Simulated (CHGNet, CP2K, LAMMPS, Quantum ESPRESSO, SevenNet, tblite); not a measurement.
# Bulk modulus two ways: glassy 67SiO2-6Al2O3-28SrO (mol %) (102 atoms), QE, PBE

The cell holds 102 atoms (24 Si, 4 Al, 10 Sr and 64 O). Recipe: 102 atoms (24 Si, 4 Al, 10 Sr, 64 O) placed at random at 2.96 g/cm³, melted at 4000 K for 10 ps at fixed volume with the Morse and Coulomb pair potential with partial charges (Pedone, Malavasi, Menziani, Cormack and Segre, J. Phys. Chem. B 110, 11780 (2006)). Quenched from 4000 K to 300 K at 10 K/ps and fixed volume, held 10 ps at zero pressure. Then the atoms were relaxed with SevenNet 0 in the fixed cell.

Calculated with Quantum ESPRESSO 7.5: PBE; plane waves, SSSP efficiency, 60/480 Ry; k-points Γ. The cell is scaled evenly by ±3 % in volume, and SevenNet 0 relaxes the atoms at each volume before the single point.

```
volume (Å³/atom)  energy less the middle row's (meV/atom)  pressure (GPa)
          14.147                                    1.909           1.506
          14.584                                    0.000          -0.266
          15.022                                    2.149          -1.613
```

Task: Find the bulk modulus at the middle volume from the pressures and from the energies, and check the printed pressure against the slope of the energy (1 meV/Å³ = 0.16022 GPa).

Worked:

The step is h = 0.4375 Å³. From pressures: B = −V dP/dV = 14.584 × (1.506 − (-1.613)) / (2 × 0.4375) = 52.0 GPa.

From energies: B = V d²E/dV² = 14.584 × (1.909 + (2.149)) / 0.4375² = 309.2 meV/Å³ = 49.5 GPa.

Slope: P = −dE/dV = −(2.149 − (1.909)) / (2 × 0.4375) = -0.275 meV/Å³ = -0.04 GPa, against -0.27 GPa printed.

The two moduli agree within 5 %.

A central difference over ±3 % overstates P by about B(1 + B′)(0.03)²/6, some 0.04 GPa for B′ = 4, which is small against the gap found. The atoms follow SevenNet 0, so this level's forces do work along the path, which enters the energies but not the printed pressures. A stress printed at a finite cutoff holds the number of plane waves fixed and tends to come out low, which is the sign found here.

Limits: three points, a static cell at zero temperature, the cell shape held.

[Logs are printed without paths, hosts, clocks, repeated set-up lines and the standing remarks that a program may print on its own settings, such as how far it seeks lower states.]

[Hosts, paths, dates, database ids (printed as entryN), source tags and the programs' standing remarks are cut or masked in the printed files.]
